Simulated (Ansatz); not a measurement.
# Cr4InGaN2, from a guessed structure to a relaxed one

Starting from a made-up structure for Cr4InGaN2, the aim is the relaxed cell, its shortest contacts and, where a second run follows, its electronic structure.

Method: DFT, PBEsol, plane-wave PAW, files of the set soft_1, scalar-relativistic, ferromagnetic start, cell and ions relaxed at zero pressure; PAW set soft_1, in Ansatz 0.2.0.

In doubt: warnings of the run leave room for a lower electronic state, so energies may not be the lowest and differences between runs may mislead.

## 1. Starting point

The structure is hexagonal, space group P-6m2 (No. 187). The conventional cell has a = 2.920 Å, b = 2.920 Å, c = 12.880 Å, α = 90.00°, β = 90.00°, γ = 120.00°. Nearest to In lie 6 Cr at 2.69 Å and 6 In at 2.92 Å. Ga has 6 Cr at 2.71 Å and 6 Ga at 2.92 Å nearest. Nearest to Cr lie 3 N at 2.05 Å. Cr has 3 N at 1.99 Å nearest. Nearest to N lie 6 Cr at 1.99 to 2.05 Å. Farther neighbours and most contacts between anions are not listed.

As a file:

```
In Ga Cr N
1.0
     2.92000    0.00000    0.00000
    -1.46000    2.52879    0.00000
     0.00000    0.00000   12.88000
In Ga Cr N
1 1 4 2
Direct
  0.33333 0.66667 0.00000
  0.00000 0.00000 0.50000
  0.33333 0.66667 0.33530
  0.00000 0.00000 0.16240
  0.00000 0.00000 0.83760
  0.33333 0.66667 0.66470
  0.66667 0.33333 0.24440
  0.66667 0.33333 0.75560
```

## 2. Relaxing cell and atoms

The guess takes its coordinates from another compound and its volume from a rule, so the cell and any free coordinates are relaxed together.

Contents of input.yaml:

```yaml
crystal:
  lattice:
    - [2.92, 0.0, 0.0]
    - [-1.46, 2.528794179, 0.0]
    - [0.0, 0.0, 12.88]
  atoms:
    - { symbol: In, position: [0.333333333, 0.666666667, 0.0] }
    - { symbol: Ga, position: [0.0, 0.0, 0.5] }
    - { symbol: Cr, position: [0.333333333, 0.666666667, 0.3353], spin: 3.0 }
    - { symbol: Cr, position: [0.0, 0.0, 0.1624], spin: 3.0 }
    - { symbol: Cr, position: [0.0, 0.0, 0.8376], spin: 3.0 }
    - { symbol: Cr, position: [0.333333333, 0.666666667, 0.6647], spin: 3.0 }
    - { symbol: "N", position: [0.666666667, 0.333333333, 0.2444] }
    - { symbol: "N", position: [0.666666667, 0.333333333, 0.7556] }
magnetization:
  spin_polarized: true
kpoints:
  mp_grid: { grid: [10, 10, 2] }
scf:
  occupations: { method: fermi_dirac, width: 0.05 }
hamiltonian:
  xc: pbesol
  pseudopotentials: { kind: paw, azcp: { folder: soft_1 }, xc_functional: pbe }
relax:
  f_tol: 0.015
  max_steps: 70
  cell: {}
output:
  forces: true
  stress: true
```

On the command line:

```bash
ansatz run input.yaml --threads 4 --pin off --max-ram 10240MiB --backend cpu --events-out ev --progress --plain --runs-dir out
```

Numbers of over 12 decimals in the logs are rounded to 6 here.

What it wrote:

```text
Engine: ansatz 0.2.0, aarch64-unknown-linux-gnu
Pseudopotentials: kind: paw
Pseudopotential: In, paw, valence charge 13, recommended cutoff 420 eV (normal), soft_1/In.paw.azcp
Pseudopotential: Ga, paw, valence charge 13, recommended cutoff 420 eV (normal), soft_1/Ga.paw.azcp
Pseudopotential: Cr, paw, valence charge 14, recommended cutoff 420 eV (normal), soft_1/Cr.paw.azcp
Pseudopotential: N, paw, valence charge 5, recommended cutoff 420 eV (normal), soft_1/N.paw.azcp
Functional definition: PBEsol
  exchange = pbesol_x
  correlation = pbesol_c
Crystal: 8 atoms, lattice volume = 95.107 Å³
Basis set: ecut = 420 eV, 1831 PW (Γ), exchange–correlation on 40×40×180 points (8 copies of the dense FFT grid, shifted against one another)
Bands: 63, of which v1, the nominal top of the filled ones, is band 46 counted from 1 (45 counted from 0)
Symmetry: 12 space group operations
Space group: P-6m2 (ITA 187), of the structure as read, at distance tolerance 4.6e-5 Å
Magnetic group: BNS 187.209 (UNI 1439), of the structure as read, at distance tolerance 4.6e-5 Å
k-points: 28 of 200 (time reversal used)
Non-local potential: In, projectors of the file, l = 0: 2, l = 1: 2, l = 2: 2, l = 3: 1
Non-local potential: Ga, projectors of the file, l = 0: 2, l = 1: 2, l = 2: 3, l = 3: 1
Non-local potential: Cr, projectors of the file, l = 0: 3, l = 1: 2, l = 2: 3, l = 3: 1
Non-local potential: N, projectors of the file, l = 0: 2, l = 1: 2, l = 2: 1
PAW form: soft (Blöchl's): semilocal exchange-correlation on the pseudo side does not see the compensation charge
PAW frozen core: In, regenerated for the run's functional, and the local potential with it (the file was generated under x = pbe(κ = 0.804, μ = 0.219515), c = pbe(β = 0.066725))
PAW frozen core: Ga, regenerated for the run's functional, and the local potential with it (the file was generated under x = pbe(κ = 0.804, μ = 0.219515), c = pbe(β = 0.066725))
PAW frozen core: Cr, regenerated for the run's functional, and the local potential with it (the file was generated under x = pbe(κ = 0.804, μ = 0.219515), c = pbe(β = 0.066725))
PAW frozen core: N, regenerated for the run's functional, and the local potential with it (the file was generated under x = pbe(κ = 0.804, μ = 0.219515), c = pbe(β = 0.066725))
PAW one-centre angular grid: In, 590 points (default); XC on 64 Gauss nodes
PAW one-centre angular grid: Ga, 590 points (default); XC on 64 Gauss nodes
PAW one-centre angular grid: Cr, 590 points (default); XC on 64 Gauss nodes
PAW one-centre angular grid: N, 110 points (default); XC on 64 Gauss nodes
Initial density: superposition of atomic densities (chi_scale 0.1, normalization cell, long waves kept (reshape's long-wave potential 0.37 eV rms))
Starting moments: Σ|m| = 12 μB on 4 of 8 sites
Initial wavefunctions: pseudopotential atomic-orbital guess
Functional: x = pbesol(κ = 0.804, μ = 0.123457), c = pbesol(β = 0.046)
SCF iter   1: F=—  HF=-23426.665742 eV  |F-HF|=—  |Δ(HF+E_count)|=         —  Δρ=7.75e-2 (↑7.75e-2 ↓3.79e-2)  dr2=1.32e1  dr2_m=8.80e-1  M=8.686 μB ∫|m|=9.434 μB  β_m=0.30  ethr=3.10e-3  ⟨swp⟩=6.0  Hψ=11889  notcnv=0
Mixer restart at iter 1: flushing history
preconditioner: auto → Kerker (q_TF=auto, 2.713 Å⁻¹)  [metal: Δε(μ)=0.005 eV  Ē_g=11.585 eV  σ=0.050 eV  W_gap=0.02  n_scr=40 (ndim 8)  ℏωp=29.5 eV  f_vac=0.000  D(μ)=5.64/eV (n_scr^D=66)]
spin=Collinear: Kerker preconditioning applied to the charge; magnetization (m = ρ↑ − ρ↓) channel mixes plain (no charge-response kernel on spin).
SCF iter   2: F=—  HF=-23424.820514 eV  |F-HF|=—  |Δ(HF+E_count)|=    1.85e0  Δρ=4.28e-2 (↑4.28e-2 ↓2.36e-2)  dr2=5.07e0  dr2_m=3.42e-1  M=8.603 μB ∫|m|=9.425 μB  β_m=0.46  ethr=3.10e-3  ⟨swp⟩=2.8  Hψ=6726  notcnv=0  defer=339
SCF iter   3: F=—  HF=-23423.959565 eV  |F-HF|=—  |Δ(HF+E_count)|=   8.61e-1  Δρ=1.37e-2 (↑1.37e-2 ↓1.06e-2)  dr2=7.68e-1  dr2_m=5.14e-2  M=8.255 μB ∫|m|=9.138 μB  β_m=0.64  ethr=3.10e-3  ⟨swp⟩=2.0  Hψ=4670  notcnv=0  defer=339
SCF iter   4: F=—  HF=-23424.030966 eV  |F-HF|=—  |Δ(HF+E_count)|=   7.14e-2  Δρ=6.80e-3 (↑3.78e-3 ↓6.80e-3)  dr2=4.78e-2  dr2_m=1.98e-2  M=7.793 μB ∫|m|=8.642 μB  β_m=0.82  ethr=8.34e-4  ⟨swp⟩=2.4  Hψ=5138  notcnv=0  defer=345
SCF iter   5: F=—  HF=-23424.095939 eV  |F-HF|=—  |Δ(HF+E_count)|=         —  Δρ=1.06e-2 (↑1.06e-2 ↓8.79e-3)  dr2=7.51e-3  dr2_m=8.02e-2  M=7.129 μB ∫|m|=7.839 μB  β_m=0.82  ethr=5.19e-5  ⟨swp⟩=2.0  Hψ=5615  notcnv=0  defer=343
Mixer restart at iter 5: flushing history
SCF iter   6: F=—  HF=-23424.090201 eV  |F-HF|=—  |Δ(HF+E_count)|=   5.74e-3  Δρ=4.63e-3 (↑4.63e-3 ↓3.88e-3)  dr2=4.78e-3  dr2_m=1.48e-2  M=7.002 μB ∫|m|=7.679 μB  β_m=0.91  ethr=8.16e-6  ⟨swp⟩=2.2  Hψ=6115  notcnv=0  defer=343
SCF iter   7: F=—  HF=-23424.095322 eV  |F-HF|=—  |Δ(HF+E_count)|=   5.12e-3  Δρ=2.22e-3 (↑2.22e-3 ↓2.14e-3)  dr2=5.60e-3  dr2_m=1.86e-3  M=6.916 μB ∫|m|=7.571 μB  β_m=0.76  ethr=5.20e-6  ⟨swp⟩=3.0  Hψ=5742  notcnv=0  defer=345
SCF iter   8: F=—  HF=-23424.085280 eV  |F-HF|=—  |Δ(HF+E_count)|=   1.00e-2  Δρ=4.27e-4 (↑4.27e-4 ↓3.43e-4)  dr2=1.12e-4  dr2_m=1.07e-4  M=6.873 μB ∫|m|=7.519 μB  β_m=0.81  ethr=5.20e-6  ⟨swp⟩=2.3  Hψ=5477  notcnv=0  defer=339
SCF iter   9: F=—  HF=-23424.085325 eV  |F-HF|=—  |Δ(HF+E_count)|=   4.48e-5  Δρ=2.83e-4 (↑2.83e-4 ↓8.90e-5)  dr2=1.06e-4  dr2_m=1.35e-5  M=6.868 μB ∫|m|=7.512 μB  β_m=0.75  ethr=1.22e-7  ⟨swp⟩=2.0  Hψ=6138  notcnv=0  defer=339
SCF iter  10: F=—  HF=-23424.085344 eV  |F-HF|=—  |Δ(HF+E_count)|=   1.96e-5  Δρ=7.39e-5 (↑5.69e-5 ↓7.39e-5)  dr2=1.48e-5  dr2_m=8.43e-7  M=6.864 μB ∫|m|=7.508 μB  β_m=0.88  ethr=1.15e-7  ⟨swp⟩=2.1  Hψ=4646  notcnv=0  defer=339
SCF iter  11: F=—  HF=-23424.085351 eV  |F-HF|=—  |Δ(HF+E_count)|=   6.78e-6  Δρ=1.20e-4 (↑1.20e-4 ↓5.80e-5)  dr2=6.74e-6  dr2_m=6.01e-6  M=6.859 μB ∫|m|=7.503 μB  β_m=0.88  ethr=1.61e-8  ⟨swp⟩=2.0  Hψ=5946  notcnv=0  defer=339
SCF iter  12: F=—  HF=-23424.085349 eV  |F-HF|=—  |Δ(HF+E_count)|=   1.46e-6  Δρ=1.36e-5 (↑1.36e-5 ↓1.02e-5)  dr2=8.43e-7  dr2_m=1.08e-8  M=6.859 μB ∫|m|=7.503 μB  β_m=0.81  ethr=7.32e-9  ⟨swp⟩=2.0  Hψ=5990  notcnv=0  defer=339
SCF iter  13: F=—  HF=-23424.085349 eV  |F-HF|=—  |Δ(HF+E_count)|=   1.22e-7  Δρ=7.53e-6 (↑7.53e-6 ↓4.50e-6)  dr2=2.20e-7  dr2_m=2.16e-8  M=6.858 μB ∫|m|=7.502 μB  β_m=0.86  ethr=9.17e-10  ⟨swp⟩=2.0  Hψ=5105  notcnv=0  defer=339
SCF iter  14: F=—  HF=-23424.085349 eV  |F-HF|=—  |Δ(HF+E_count)|=   1.96e-9  Δρ=1.68e-6 (↑1.68e-6 ↓1.34e-6)  dr2=2.74e-8  dr2_m=9.32e-10  M=6.858 μB ∫|m|=7.502 μB  β_m=0.93  ethr=2.39e-10  ⟨swp⟩=1.5  Hψ=3597  notcnv=0  defer=339
[...]
SCF iter   4: F=—  HF=-23425.121413 eV  |F-HF|=—  |Δ(HF+E_count)|=   5.28e-6  Δρ=3.75e-5 (↑3.75e-5 ↓3.52e-5)  dr2=8.50e-6  dr2_m=3.50e-8  M=1.232 μB ∫|m|=4.887 μB  β_m=0.27  ethr=4.63e-9  ⟨swp⟩=2.0  Hψ=4272  notcnv=0
SCF iter   5: F=—  HF=-23425.121414 eV  |F-HF|=—  |Δ(HF+E_count)|=   7.66e-7  Δρ=2.48e-5 (↑2.48e-5 ↓2.30e-5)  dr2=7.49e-7  dr2_m=1.64e-8  M=1.232 μB ∫|m|=4.887 μB  β_m=0.27  ethr=4.63e-9  ⟨swp⟩=1.0  Hψ=3528  notcnv=0
SCF iter   6: F=—  HF=-23425.121415 eV  |F-HF|=—  |Δ(HF+E_count)|=   7.26e-7  Δρ=1.24e-5 (↑1.24e-5 ↓1.20e-5)  dr2=1.62e-7  dr2_m=9.98e-9  M=1.232 μB ∫|m|=4.887 μB  β_m=0.61  ethr=8.14e-10  ⟨swp⟩=1.0  Hψ=3528  notcnv=0
SCF iter   7: F=—  HF=-23425.121415 eV  |F-HF|=—  |Δ(HF+E_count)|=   4.51e-7  Δρ=8.01e-6 (↑8.01e-6 ↓3.59e-6)  dr2=4.85e-8  dr2_m=1.65e-8  M=1.232 μB ∫|m|=4.887 μB  β_m=0.55  ethr=1.76e-10  ⟨swp⟩=2.0  Hψ=5588  notcnv=0
SCF iter   8: F=—  HF=-23425.121415 eV  |F-HF|=—  |Δ(HF+E_count)|=   2.11e-8  Δρ=2.71e-6 (↑1.92e-6 ↓2.71e-6)  dr2=2.72e-8  dr2_m=1.60e-9  M=1.232 μB ∫|m|=4.887 μB  β_m=0.54  ethr=5.27e-11  ⟨swp⟩=2.0  Hψ=5785  notcnv=0
SCF iter   9: F=—  HF=-23425.121415 eV  |F-HF|=—  |Δ(HF+E_count)|=   1.08e-9  Δρ=6.30e-7 (↑6.30e-7 ↓4.10e-7)  dr2=9.32e-10  dr2_m=1.49e-10  M=1.232 μB ∫|m|=4.887 μB  β_m=0.58  ethr=2.95e-11  ⟨swp⟩=2.0  Hψ=4235  notcnv=0
SCF iter  10: F=—  HF=-23425.121412 eV  |F-HF|=—  |Δ(HF+E_count)|=   3.60e-6  Δρ=3.58e-7 (↑3.43e-7 ↓3.58e-7)  dr2=1.24e-10  dr2_m=8.89e-11  M=1.232 μB ∫|m|=4.887 μB  β_m=0.65  ethr=1.01e-12  ⟨swp⟩=2.0  Hψ=5910  notcnv=0
SCF iter  11: F=—  HF=-23425.121412 eV  |F-HF|=—  |Δ(HF+E_count)|=  5.46e-11  Δρ=2.07e-7 (↑1.24e-7 ↓2.07e-7)  dr2=1.39e-10  dr2_m=1.35e-11  M=1.232 μB ∫|m|=4.887 μB  β_m=0.62  ethr=1.00e-12  ⟨swp⟩=2.0  Hψ=3867  notcnv=0
SCF iter  12: F=—  HF=-23425.121412 eV  |F-HF|=—  |Δ(HF+E_count)|=  1.06e-10  Δρ=1.16e-7 (↑1.09e-7 ↓1.16e-7)  dr2=5.32e-12  dr2_m=9.31e-12  M=1.232 μB ∫|m|=4.887 μB  β_m=0.72  ethr=1.00e-12  ⟨swp⟩=2.0  Hψ=3768  notcnv=0
SCF iter  13: F=—  HF=-23425.121412 eV  |F-HF|=—  |Δ(HF+E_count)|=  2.18e-11  Δρ=1.44e-7 (↑1.44e-7 ↓1.26e-7)  dr2=1.81e-10  dr2_m=7.32e-13  M=1.232 μB ∫|m|=4.887 μB  β_m=0.60  ethr=1.00e-12  ⟨swp⟩=1.0  Hψ=3528  notcnv=0
SCF iter  14: F=—  HF=-23425.121412 eV  |F-HF|=—  |Δ(HF+E_count)|=  1.46e-11  Δρ=1.01e-7 (↑1.01e-7 ↓7.38e-8)  dr2=7.45e-11  dr2_m=2.05e-12  M=1.232 μB ∫|m|=4.887 μB  β_m=0.42  ethr=1.00e-12  ⟨swp⟩=1.0  Hψ=3528  notcnv=0
SCF iter  15: F=—  HF=-23425.121412 eV  |F-HF|=—  |Δ(HF+E_count)|=  1.46e-11  Δρ=5.39e-8 (↑5.39e-8 ↓3.23e-8)  dr2=8.68e-12  dr2_m=4.40e-13  M=1.232 μB ∫|m|=4.887 μB  β_m=0.71  ethr=1.00e-12  ⟨swp⟩=1.0  Hψ=3528  notcnv=0
SCF iter  16: F=—  HF=-23425.121412 eV  |F-HF|=—  |Δ(HF+E_count)|=  2.18e-11  Δρ=1.28e-7 (↑1.28e-7 ↓9.56e-8)  dr2=1.29e-10  dr2_m=3.37e-13  M=1.232 μB ∫|m|=4.887 μB  β_m=0.52  ethr=1.00e-12  ⟨swp⟩=1.0  Hψ=3528  notcnv=0
SCF iter  17: F=-23425.121412 eV  HF=-23425.121412 eV  |F-HF|=1.09e-11  |Δ(HF+E_count)|=  7.28e-12  Δρ=4.56e-8 (↑4.56e-8 ↓3.27e-8)  dr2=7.87e-12  dr2_m=4.73e-14  M=1.232 μB ∫|m|=4.887 μB  ethr=1.00e-12  ⟨swp⟩=2.0  Hψ=7900  notcnv=0
the starting moments were not kept: 2 of 4 ended reversed and 2 kept their direction, counting a site from 0.1 μB. The largest reversed, site 3 (counted from 0, in the order of the report's site_moments_mub), started with +3.0 μB and closes at -6.8e-1 μB in its sphere.
SCF 10 converged in 17 iterations: F = -23425.121412 eV  dr2 = 7.87e-12
relax step  10: F+E_penalty+E_count = -23425.12141185 eV  Δ(F+E_penalty+E_count) = +9.105e-4 eV  max|allowed force component| = 2.866e-3 eV/Å  Δτ_max = 0.0000 Å  P = +0.010 GPa  Ω = 93.409 Å³  stress off target by 3.68e-2 GPa  SCF on the basis re-selected at this cell (its energy is not comparable with the rows above)  (17 SCF iters)
basis re-selected at this cell: Δ(F+E_penalty+E_count) = +9.105e-4 eV, ΔP = -0.009 GPa vs the last step (what re-selecting the basis moved, of the pressure what is left beyond the Pulay correction that the steps carried, after the strain that the cell walked since its last selection, with what the two solves' SCF thresholds leave and, on support functions, any second-order correction that the steps lacked; it is no m [...]
an SCF from ferrimagnetic starting moments (0.00, 0.00, 3.00, 3.00, -3.00, 3.00, 0.00, 0.00 Bohr magnetons, atom by atom) was not made, so that it is not known whether that order lies lower: the deck asks for what bars it, or types moments that do (magnetization.spin_polarized, in the input reference, names some of the keys), or the run goes by scf.lower_state_search: light, the default, which as a rule tries one only behind a close that has lost an order of both signs, or on which an open d or half-filled 4f shell of a PAW file has lost a moment that was set nearer to Hund's than to what is left; [rest of the remark cut]
SCF converged after 17 iterations
Magnetization: 1.2321 μB (46.6160 up, 45.3840 down)
Absolute magnetization: 4.8844 μB (∫|ρ↑−ρ↓|, with the PAW one-centre terms)
Spin contamination: 1.3081 ħ² per cell (⟨S²⟩ above its minimum at these occupations)
Per-site moments (μB) at R_I (Å): [(0.014402, 1.173709), (-0.033832, 1.090382), (1.225605, 0.813384), (-0.678959, 0.793638), (-0.678959, 0.793638), (1.225605, 0.813384), (-0.012034, 0.793638), (-0.012034, 0.793638)]
Free energy (F): -23425.121412 eV
Harris-Foulkes:  -23425.121412 eV  (|F-HF|=1.09e-11)
Internal energy: -23425.064362 eV  (E = F + TS)
E sigma→0 (E₀):  -23425.092887 eV
Entropy (-TS):   -0.057050 eV (-7.131 meV/atom)
Fermi energy:    16.551952 eV
--- Per-component energies (eV) ---
  E_band       = -587.247068
  E_kinetic    = 1813.069607
  E_local      = -7991.980217  (includes V_loc(G=0)·N_el)
  E_nonlocal   = 485.530510
  E_hartree    = 3900.732390
  E_xc         = -787.800159
  E_vxc        = -890.774756  (∫ρ·V_xc dr)
  E_paw        = -11101.413189  (= ΣΔE_a)
  E_vpaw       = -1804.562192  (= ΣTr[D̂ρ^β])
  E_aug_tail   = 0.005397  (compensation charges beyond the density's cutoff)
  E_ewald      = -9745.003782
  E_core_change = 1.795079  (= ΣΔE_core)
  E_smearing   = -0.057050  (= −TS)
  E_closure    = 0.000000  (closes the sum)
  Σ components = -23425.121412   (vs F -23425.121412, Δ=0.00e0)
--- Forces (eV/Å), atoms counted from 1 ---
  atom   1  In     0.00000000     0.00000000    -0.00000000
  atom   2  Ga     0.00000000    -0.00000000     0.00000000
  atom   3  Cr    -0.00000000     0.00000000     0.00103756
  atom   4  Cr     0.00000000    -0.00000000    -0.00286553
  atom   5  Cr     0.00000000    -0.00000000     0.00286553
  atom   6  Cr    -0.00000000     0.00000000    -0.00103756
  atom   7  N     -0.00000000     0.00000000     0.00199913
  atom   8  N     -0.00000000     0.00000000    -0.00199913
  max |Σ_I F_I| component: 5.55e-17 eV/Å
--- Stress (GPa, compression-positive) ---
        0.032893       0.000000      -0.000000
        0.000000       0.032893       0.000000
       -0.000000       0.000000      -0.036772
  P = ⅓ Tr σ = 0.0097 GPa (0.097 kbar)
--- Relaxed structure (9 steps of the walk, 9 accepted, 1 SCFs on fresh bases) ---
  F+E_penalty+E_count = -23425.12141185 eV   max|allowed force component| = 2.866e-3 eV/Å   (the final SCF, on the basis selected at the relaxed cell)
  cell:  # Å, volume = 93.4091 Å³
    - [2.956593, 0, 1.5929164004553748e-18]
    - [-1.478297, 2.560485, -7.964582002276873e-19]
    - [7.026288780161075e-18, 0, 12.338865]
  atoms:
    - { symbol: In, position: [0.333333, 0.666667, -3.6196190541053263e-19] }
    - { symbol: Ga, position: [4.625929271425607e-18, -7.517135066874404e-18, 0.5] }
    - { symbol: Cr, position: [0.333333, 0.666667, 0.336428] }
    - { symbol: Cr, position: [2.8226058796262235e-18, -7.517135066874392e-18, 0.184494] }
    - { symbol: Cr, position: [6.429252663224967e-18, -7.517135066874392e-18, 0.815506] }
    - { symbol: Cr, position: [0.333333, 0.666667, 0.663572] }
    - { symbol: N, position: [0.666667, 0.333333, 0.256430] }
    - { symbol: N, position: [0.666667, 0.333333, 0.743570] }
```

Run time: 2.7 min. Hardware: 4 threads of Arm Neoverse V2, shared host; peak memory 0.63 GiB; 10 min of CPU time.

The steps of the relaxation:

```tsv
step	energy less that of the first step (eV)	largest force component (eV/Å)	pressure (GPa)	volume (Å³)
1	0.0000	2.0858	-5.71	95.11
2	-0.4829	1.3151	-7.88	94.96
3	-0.8545	0.4902	6.77	89.29
4	-0.9875	0.3196	0.84	91.93
5	-1.0330	0.1500	-0.17	93.30
6	-1.0348	0.1039	0.00	93.21
7	-1.0362	0.0464	0.12	93.23
8	-1.0370	0.0067	0.10	93.36
9	-1.0370	0.0025	0.02	93.41
10*	-1.0361	0.0029	0.01	93.41
```

Relaxation steps marked * repeat the geometry before them on a plane-wave basis chosen anew for their cell, so energy and pressure can jump there.

Forces are held to the 12 operations that the run works with; a distortion that breaks them can't arise in this run.

```tsv
conventional cell, symmetrised	before	after	change
a (Å)	2.920	2.957	+1.3 %
b (Å)	2.920	2.957	+1.3 %
c (Å)	12.880	12.339	-4.2 %
volume (Å³/atom)	11.89	11.68	-1.8 %
```

The atoms that moved most (Å, as changes of fractional coordinates times the final cell):

```tsv
atom	dx	dy	dz	length
Cr4	0.000	0.000	0.273	0.273
Cr5	0.000	0.000	-0.273	0.273
N8	0.000	0.000	-0.148	0.148
N7	0.000	0.000	0.148	0.148
Cr3	0.000	0.000	0.014	0.014
Cr6	0.000	0.000	-0.014	0.014
```

The relaxed structure:

```xyz
8
Lattice="2.9566 0.0000 0.0000 -1.4783 2.5605 0.0000 0.0000 0.0000 12.3389" Properties=species:S:1:pos:R:3 pbc="T T T"
In    0.0000    1.7070    0.0000
Ga    0.0000    0.0000    6.1694
Cr    0.0000    1.7070    4.1511
Cr    0.0000    0.0000    2.2765
Cr    0.0000    0.0000   10.0624
Cr    0.0000    1.7070    8.1877
N     1.4783    0.8535    3.1641
N     1.4783    0.8535    9.1748
```

Numbers from this step:

- free energy: -23425.1214 eV
- energy at zero smearing: -23425.0929 eV
- smearing term TS: 0.05705 eV
- Fermi energy: 16.55 eV
- magnetization: 1.232 μB
- absolute magnetization: 4.884 μB
- site moments: 0.01440, -0.03383, 1.226, -0.6790, -0.6790, 1.226, -0.01203, -0.01203 μB
- electrons: 92
- symmetry operations: 12
- pressure: 0.009671 GPa

Site moment by atom:

```tsv
atom	site moment (μB)
In1	0.01
Ga2	-0.03
Cr3	1.23
Cr4	-0.68
Cr5	-0.68
Cr6	1.23
N7	-0.01
N8	-0.01
```

Shortest distances by pair of elements, guess and relaxed (not always the same contact):

```tsv
pair	guess (Å)	relaxed (Å)
Cr–N	1.989	1.924
Cr–Cr	2.793	2.535
Cr–Ga	2.710	2.643
Cr–In	2.687	2.845
In–In	2.920	2.957
```

The relaxation ends with a largest force component of 0.0029 eV/Å and a pressure of 0.01 GPa.

## 3. What came out

```json
{"space group, relaxed": "P-6m2", "conventional cell": "a = 2.957, b = 2.957, c = 12.339 Å; α = 90.0°, β = 90.0°, γ = 120.0°", "volume per atom": "11.68 Å³ (guess 11.89)", "total moment": "1.23 μB in the cell of 8 atoms"}
```

Cr4InGaN2 relaxes to P-6m2 with a = 2.957, b = 2.957 and c = 12.339 Å. The guessed volume was 2 % too large. The space group P-6m2 was held in the relaxation, so the end point is a stationary structure within it and may be a saddle against distortions or other arrangements. The input starts from parallel moments, and no other start was typed; the run left that order, and the end state is ferrimagnetic. The electronic state may lie above the lowest one. Mesh and cutoff weren't tested. No dispersion term is used, so weakly bound directions may come out too long. Nothing here tests whether the compound is stable against decomposition.

[Logs are printed without paths, hosts, clocks, repeated set-up lines and the standing remarks that a program may print on its own settings, such as how far it seeks lower states.]

[Hosts, paths, dates, database ids (printed as entryN), source tags and the programs' standing remarks are cut or masked in the printed files.]
